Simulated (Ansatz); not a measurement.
# Tc of CeAl3Cu (I4mm) from its phonons, part 2 of 2

Aim: the phonon-mediated transition temperature of CeAl3Cu (I4mm) at ambient pressure, over a range of μ*. The cell shown first is a relaxed one, from steps not shown here.

Ansatz 0.2.0; DFT PBEsol, scalar-relativistic, plane waves, PAW, the trivalent lanthanide norm-conserving with 4f in the core; PAW set nc+soft_1.

So far, log mean phonon energy ħω_log (meV): step 2 (coupling and resistivity: q 2×2×2, k 8×8×8, scattering …) 18.3.

### 3. Electron–phonon run: scattering mesh 20×20×20

The next rung changes the scattering mesh, which samples the Fermi surface.

input.yaml reads:

```yaml
crystal:
  lattice:
    - [-2.1199055753, 2.1199055753, 5.2840290213]
    - [2.1199055753, -2.1199055753, 5.2840290213]
    - [2.1199055753, 2.1199055753, -5.2840290213]
  atoms:
    - { symbol: Ce, position: [0.985268118, 0.985268118, 0.0] }
    - { symbol: Al, position: [0.39285853, 0.39285853, 0.0] }
    - { symbol: Al, position: [0.2337176409, 0.7337176409, 0.5] }
    - { symbol: Al, position: [0.7337176409, 0.2337176409, 0.5] }
    - { symbol: Cu, position: [0.6187280501, 0.6187280501, 0.0] }
kpoints:
  mp_grid: { grid: [8, 8, 8] }
hamiltonian:
  xc: pbesol
  pseudopotentials:
    kind: paw
    azcp:
      Ce: "pseudopotentials/pbe/nc/lanthanide_3plus/Ce.nc.azcp"
      folder: soft_1
    xc_functional: pbe
scf:
  occupations: { method: methfessel_paxton, width: 0.2 }
output:
  eigenvalues: true
phonons:
  method: dfpt
  qmesh: [2, 2, 2]
  temperatures: { t_max: 1000, t_step: 50 }
  qpath:
    path:
      - [[0.0, 0.0, 0.0], [0.0, 0.0, 0.5], [0.25, 0.25, 0.25], [0.0, 0.5, 0.0], [0.0, 0.0, 0.0], [0.5, 0.5, -0.5], [0.29023858, 0.70976142, -0.29023858]]
      - [[-0.29023858, 0.29023858, 0.29023858], [0.0, 0.0, 0.0]]
      - [[0.0, 0.0, 0.5], [-0.08047716, 0.08047716, 0.5]]
      - [[0.5, 0.5, -0.08047716], [0.5, 0.5, -0.5]]
    npoints: 10
  electrical_resistivity:
    mesh: [20, 20, 20]
    temperatures: [20.0, 50.0, 80.0, 100.0, 150.0, 200.0, 273.0, 300.0, 400.0, 500.0, 600.0, 800.0]
  superconductivity: { mesh: [20, 20, 20] }
```

Run with:

```bash
> ansatz run input.yaml --threads 8 --pin off --max-ram 20480MiB --backend cpu --events-out ev --progress --plain --runs-dir out
```

Numbers of over 12 decimals in the logs are rounded to 6 here.

What it wrote:

```text
[...]
Crystal: 5 atoms, lattice volume = 94.986 Å³
Basis set: ecut = 653.07327 eV, 3615 PW (Γ), exchange–correlation on 108×108×108 points (8 copies of the dense FFT grid, shifted against one another)
Bands: 25, of which v1, the nominal top of the filled ones, is band 20 counted from 1 (19 counted from 0)
Symmetry: 8 space group operations
k-points: 59 of 512 (time reversal used)
[...]
SCF iter   1: F=—  HF=-9153.592257 eV  |F-HF|=—  |Δ(HF+E_count)|=         —  Δρ=7.43e-1  dr2=4.61e2  ethr=3.10e-3  ⟨swp⟩=5.9  Hψ=6478  notcnv=0
[...]
SCF iter  15: F=-9135.345774 eV  HF=-9135.345774 eV  |F-HF|=0.00e0  |Δ(HF+E_count)|=  1.64e-11  S|Δr|=    0.00e0  Δρ=4.41e-8  dr2=2.08e-12  ethr=1.00e-12  ⟨swp⟩=9.3  Hψ=9145  notcnv=0
SCF 1 converged in 15 iterations: F = -9135.345774 eV  dr2 = 2.08e-12
[...]
NSCF: frozen V_eff on 59 k-points
[...]
SCF iter   1: F=—  HF=-9153.592257 eV  |F-HF|=—  |Δ(HF+E_count)|=         —  Δρ=7.43e-1  dr2=4.61e2  ethr=3.10e-3  ⟨swp⟩=5.9  Hψ=6478  notcnv=0
[...]
SCF iter  15: F=-9135.345774 eV  HF=-9135.345774 eV  |F-HF|=0.00e0  |Δ(HF+E_count)|=  1.64e-11  S|Δr|=    0.00e0  Δρ=4.41e-8  dr2=2.06e-12  ethr=1.00e-12  ⟨swp⟩=2.0  Hψ=4521  notcnv=0
SCF 2 converged in 15 iterations: F = -9135.345774 eV  dr2 = 2.06e-12
[...]
SCF converged after 15 iterations
[...]
Free energy (F): -9135.345774 eV
[...]
Internal energy: -9135.348623 eV  (E = F + TS)
E sigma→0 (E₀):  -9135.346486 eV
Entropy (-TS):   0.002849 eV (0.570 meV/atom)
Fermi energy:    9.958481 eV
[...]
--- Band table (eV; the first three rows and the last of 59) ---
  k-point 0: bands = [... 16 lower, 8.4656, 8.4656, 8.9990, 10.8602, 11.8292, 11.8953, 11.8953, 12.7056, ... 1 higher]
  k-point 1: bands = [... 16 lower, 7.6849, 8.7960, 9.2645, 10.1340, 11.6350, 12.0039, 12.6142, 13.5154, ... 1 higher]
  k-point 2: bands = [... 16 lower, 7.1376, 8.6463, 8.9203, 9.0580, 12.3142, 12.8245, 13.3460, 13.4672, ... 1 higher]
  k-point 58: bands = [... 16 lower, 8.8317, 8.8317, 10.0779, 10.9324, 11.0435, 11.0435, 12.8103, 13.0571, ... 1 higher]
[...]
ASR residual: 5.373e-5 → 0.000e0 eV/Å²; symmetrization residual: 1.304e-7 eV/Å²
  ASR residual per site (eV/Å²): 3.80e-5 7.14e-6 7.50e-6 7.50e-6 5.37e-5
[...]
--- Phonons (arbitrary-q DFPT): 4 irreducible q on the 2×2×2 mesh ---
[...]
interpolated dispersion: 94 rows × 15 modes
[...]
--- Electrical resistivity: potentials and phonons of a 2×2×2 supercell ---
[...]
at the Fermi level of each mesh (of a tensor a third of its trace):
[...]
20×20×20                     0.6260              4.3915    0.2013    0.2089          18.304
       10×10×10                     0.5977              4.3061    0.1925    0.1995          18.336
          5×5×5                     0.5840              3.7972    0.1857    0.1878          18.658
  resistivity on the deck's mesh, µΩ·cm:
[...]
20.00     1.6518e-2              no     1.1776e-2     1.1776e-2     2.6003e-2       3.5840e-2         2.1163e-2
     50.00     5.8935e-1              no     4.4971e-1     4.4971e-1     8.6864e-1       7.4672e-1         5.7270e-1
     80.00      1.7893e0              no      1.4239e0      1.4239e0      2.5202e0        1.9854e0          1.7063e0
    100.00      2.7352e0              no      2.2127e0      2.2127e0      3.7803e0        2.9335e0          2.6146e0
    150.00      5.2639e0              no      4.3501e0      4.3501e0      7.0915e0        5.4336e0          5.0733e0
    200.00      7.7983e0              no      6.5019e0      6.5019e0      1.0391e1        7.9448e0          7.5515e0
    273.00      1.1403e1              no      9.5580e0      9.5580e0      1.5094e1        1.1562e1          1.1078e1
    300.00      1.2715e1              no      1.0668e1      1.0668e1      1.6810e1        1.2890e1          1.2361e1
    400.00      1.7520e1              no      1.4723e1      1.4723e1      2.3114e1        1.7805e1          1.7057e1
    500.00      2.2284e1              no      1.8730e1      1.8730e1      2.9393e1        2.2740e1          2.1711e1
    600.00      2.7029e1              no      2.2707e1      2.2707e1      3.5672e1        2.7708e1          2.6346e1
    800.00      3.6480e1              no      3.0589e1      3.0589e1      4.8262e1        3.7746e1          3.5579e1
[...]
vibrations of 8 cells: unjudged by the run; compare a larger repeat
[...]
--- Superconductivity: potentials and phonons of a 2×2×2 supercell ---
           mesh         λ    ħω_log (meV)  μ* declared at (meV)
       20×20×20    0.2013          18.304               23.590
       10×10×10    0.1925          18.336               23.567
          5×5×5    0.1857          18.658               23.682
  λ by the species' shares of the modes' patterns: Ce 0.0585, Al 0.0984, Cu 0.0444
[...]
0.08      0.002         0.002    none_found    none_found    none_found    none_found     none_found
      0.10      0.000         0.000    none_found    none_found    none_found    none_found     none_found
      0.12      0.000         0.000    none_found    none_found    none_found    none_found     none_found
      0.13      0.000         0.000    none_found    none_found    none_found    none_found     none_found
      0.14      0.000         0.000    none_found    none_found    none_found    none_found     none_found
      0.16      0.000         0.000    none_found    none_found    none_found    none_found     none_found
      0.20          -             -    none_found    none_found    none_found    none_found     none_found
  none_found: no transition down to 0.1 K
[...]
vibrations of 8 cells: unjudged by the run; compare a larger repeat
[...]
```

Run time: 19 min. Hardware: 8 threads of Arm Neoverse V1, shared host; peak memory 4.6 GiB; 2.5 h of CPU time.

This step gave:

```
resistivity at 300 K                 : 12.72 μΩ cm, mean of the axes
coupling constant λ                  : 0.2013
density of states at the Fermi level : 0.626 states/eV a spin and cell
log mean phonon energy ħω_log        : 18.3 meV
transport coupling constant λ_tr     : 0.2051, 0.2051, 0.2164 (xx, yy, zz)
Drude plasma energy                  : 4.649, 4.649, 3.825 eV (xx, yy, zz)
resistivity times mean free path     : 18.57, 18.57, 23.97 × 10⁻¹⁶ Ω m² (xx, yy, zz)
second-moment phonon energy ħω₂      : 23.59 meV
```

An empty cell: under 1 mK by a formula, or no transition down to the floor of the Eliashberg search. Transition temperatures:

| μ* | McMillan Tc (K) | Allen–Dynes Tc (K) |
| --- | --- | --- |
| 0.08 | 0.00236 | 0.00237 |
| 0.1 | - | - |
| 0.12 | - | - |
| 0.13 | - | - |
| 0.14 | - | - |
| 0.16 | - | - |
| 0.2 | - | - |

The Eliashberg function α²F has structure finer than the step of the table below, so its rows give means over 1 meV, whole bins alone (the curve runs from 0.168 to 42.8 meV). Peaks (meV: height): α²F 14.3: 0.145, 23.0: 0.118, 31.0: 0.0714, 38.1: 0.427; α²F tr 14.6: 0.148, 25.7: 0.120, 28.3: 0.0631, 38.1: 0.419.

Table of Eliashberg function α²F by phonon energy; means over each step:

| phonon energy (meV) | α²F | α²F tr |
| --- | --- | --- |
| 1 | 1.6e-5 | 0 |
| 2 | 3.1e-4 | 4.9e-5 |
| 3 | 9.5e-4 | 2.6e-4 |
| 4 | 0.00182 | 8.2e-4 |
| 5 | 0.00334 | 0.00223 |
| 6 | 0.00594 | 0.00571 |
| 7 | 0.00892 | 0.00966 |
| 8 | 0.0124 | 0.0131 |
| 9 | 0.0198 | 0.0216 |
| 10 | 0.0449 | 0.0544 |
| 11 | 0.0690 | 0.0765 |
| 12 | 0.0715 | 0.0827 |
| 13 | 0.0969 | 0.110 |
| 14 | 0.137 | 0.136 |
| 15 | 0.108 | 0.114 |
| 16 | 0.0619 | 0.0642 |
| 17 | 0.0259 | 0.0306 |
| 18 | 0.0310 | 0.0391 |
| 19 | 0.0126 | 0.0127 |
| 20 | 0.00312 | 0.00255 |
| 21 | 0.00279 | 0.00258 |
| 22 | 0.0510 | 0.0459 |
| 23 | 0.0968 | 0.0837 |
| 24 | 0.0637 | 0.0645 |
| 25 | 0.0621 | 0.0753 |
| 26 | 0.0757 | 0.0965 |
| 27 | 0.0175 | 0.0179 |
| 28 | 0.0506 | 0.0519 |
| 29 | 0.0404 | 0.0450 |
| 30 | 0.0444 | 0.0434 |
| 31 | 0.0598 | 0.0476 |
| 32 | 0.0387 | 0.0309 |
| 33 | 0.00839 | 0.00895 |
| 34 | 0.0105 | 0.0105 |
| 35 | 0.0408 | 0.0336 |
| 36 | 0.0755 | 0.0647 |
| 37 | 0.124 | 0.112 |
| 38 | 0.337 | 0.331 |
| 39 | 0.0410 | 0.0479 |
| 40 | 0 | 0 |
| 41 | 8.9e-4 | 4.6e-4 |
| 42 | 0.0669 | 0.0610 |

The Eliashberg function α²F has structure finer than the step of the table below, so its rows give means over 2.5 meV, whole bins alone (the curve runs from 0.168 to 42.8 meV). Peaks (meV: height): α²F 14.26: 0.145, 22.98: 0.118, 31.03: 0.0714, 38.08: 0.427; Ce 11.57: 0.0413, 14.26: 0.0785, 15.60: 0.0552, 22.98: 0.0119; Al 22.98: 0.102, 30.70: 0.0643, 38.08: 0.394; Cu 11.57: 0.028, 13.59: 0.0471, 17.95: 0.0292, 38.08: 0.0282.

The Eliashberg function α²F by phonon energy; means over each step:

| phonon energy (meV) | α²F | Ce | Al | Cu |
| --- | --- | --- | --- | --- |
| 2.5 | 6.6e-4 | 3.2e-4 | 1.9e-4 | 1.3e-4 |
| 5.0 | 0.00358 | 0.00176 | 9.8e-4 | 8.6e-4 |
| 7.5 | 0.0108 | 0.00536 | 0.00272 | 0.00274 |
| 10.0 | 0.0436 | 0.0211 | 0.00961 | 0.0130 |
| 12.5 | 0.0886 | 0.0469 | 0.0156 | 0.0261 |
| 15.0 | 0.107 | 0.0587 | 0.0144 | 0.0334 |
| 17.5 | 0.0279 | 0.00400 | 0.00535 | 0.0185 |
| 20.0 | 0.00454 | 4.5e-4 | 9.8e-4 | 0.00313 |
| 22.5 | 0.0672 | 0.00648 | 0.0579 | 0.00287 |
| 25.0 | 0.0678 | 0.00331 | 0.0585 | 0.00600 |
| 27.5 | 0.0374 | 8.9e-4 | 0.0318 | 0.00468 |
| 30.0 | 0.0484 | 5.7e-4 | 0.0422 | 0.00561 |
| 32.5 | 0.0245 | 2.9e-4 | 0.0197 | 0.00446 |
| 35.0 | 0.0427 | 1.6e-4 | 0.0369 | 0.00558 |
| 37.5 | 0.205 | 0.00241 | 0.190 | 0.0124 |
| 40.0 | 0.00313 | 6.7e-6 | 0.00281 | 3.1e-4 |

### 4. Results

| Quantity | Value |
| --- | --- |
| meshes | q 2×2×2, k 8×8×8, scattering 20×20×20 |
| coupling constant λ | 0.201 |
| log mean phonon energy ħω_log | 18.3 meV |

What this shows: In the last run (PBEsol, q 2×2×2, k 8×8×8, scattering 20×20×20), with λ = 0.20 and ħω_log = 18.3 meV, Tc at μ* = 0.13 is under 1 mK by the formulas. In that run Allen and Dynes's formula gives no transition above 0.05 K at μ* = 0.10 or more. By the run's own test λ is not converged in the fine mesh: it moves by 4 % between the two finest, and by up to 14 % in the other runs. The run's transport test calls it not converged in the mesh; ρ(300 K) moves by 9 % in the component that moves most. These meshes are coarse. Over the runs, λ takes the values 0.202 and 0.201, in the order shown. In this family the pairing and the mass enhancement may come from spin or valence fluctuations and not from phonons. μ* is a typed number, phonons are harmonic, and spin fluctuations are left out; with λ this near or under μ*(1 + 0.62 λ), the formulas give Tc only to its order of magnitude, or none.

[Logs are printed without paths, hosts, clocks, repeated set-up lines and the standing remarks that a program may print on its own settings, such as how far it seeks lower states.]

[Hosts, paths, dates, database ids (printed as entryN), source tags and the programs' standing remarks are cut or masked in the printed files.]
